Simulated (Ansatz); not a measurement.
In doubt: one-shot GW on d or f shells is unsure (in some of the runs), so the values of those runs are not to be relied on.

Consider TaAgO3 (R3c).

```
Ta Ag O
1.0
     2.76405    1.59583    4.57197
    -2.76405    1.59583    4.57197
     0.00000   -3.19165    4.57197
Ta Ag O
2 2 6
Direct
  0.99736 0.99736 0.99736
  0.49736 0.49736 0.49736
  0.24900 0.24900 0.24900
  0.74900 0.74900 0.74900
  0.81778 0.68563 0.25243
  0.25243 0.81778 0.68563
  0.68563 0.25243 0.81778
  0.75243 0.18563 0.31778
  0.18563 0.31778 0.75243
  0.31778 0.75243 0.18563
```

Geometry: measured cell, ions relaxed with LDA. The runs that relaxed it are not among those shown. Spin-orbit coupling is left out unless a run names it.

Gaps computed with Ansatz 0.2.0 without a self-energy: LDA 1.85 eV, r2SCAN 2.32 eV, HSE06 3.42 eV and PBE0 4.17 eV. The mean ε∞ by LDA perturbation theory is 6.87.

Question: What gap should G0W0 on LDA give (4×4×4 mesh, 556 empty bands, screening to 160 eV, PAW set soft_1 files)?

About 3.37 eV: on its mesh the run moves the gap from 1.86 eV by +1.50 eV. A band edge moves to another state on the way. Among the scalar-relativistic levels given, HSE06 is nearest (+0.05 eV). One-shot corrections scale roughly with one over ε∞, here 0.15. Bands and cutoff are finite, so the gap is not at the basis limit. The miss can reach some tenths of an eV and take either sign; the mesh is an error of its own. A d shell, filled or nearly so, lies near the gap. One-shot GW converges very slowly in bands there, not always from below, and on a semilocal start the gap tends to come out low; starts rich in exact exchange can overshoot instead. The many-body steps are scalar-relativistic: spin-orbit coupling is not in them.

[Paths, hosts, dates, memory and timing lines, banners, echoed tables and standing remarks are left out of the program output.]

[Logs are printed without paths, hosts, clocks, repeated set-up lines and the standing remarks that a program may print on its own settings, such as how far it seeks lower states.]

[Runs of the session that timed out or met a known fault of the program may be left out.]

[Cells called generated may have been cut or substituted from an entry of the Crystallography Open Database or the Materials Project.]

[Hosts, paths, dates, database ids (printed as entryN), source tags and the programs' standing remarks are cut or masked in the printed files.]
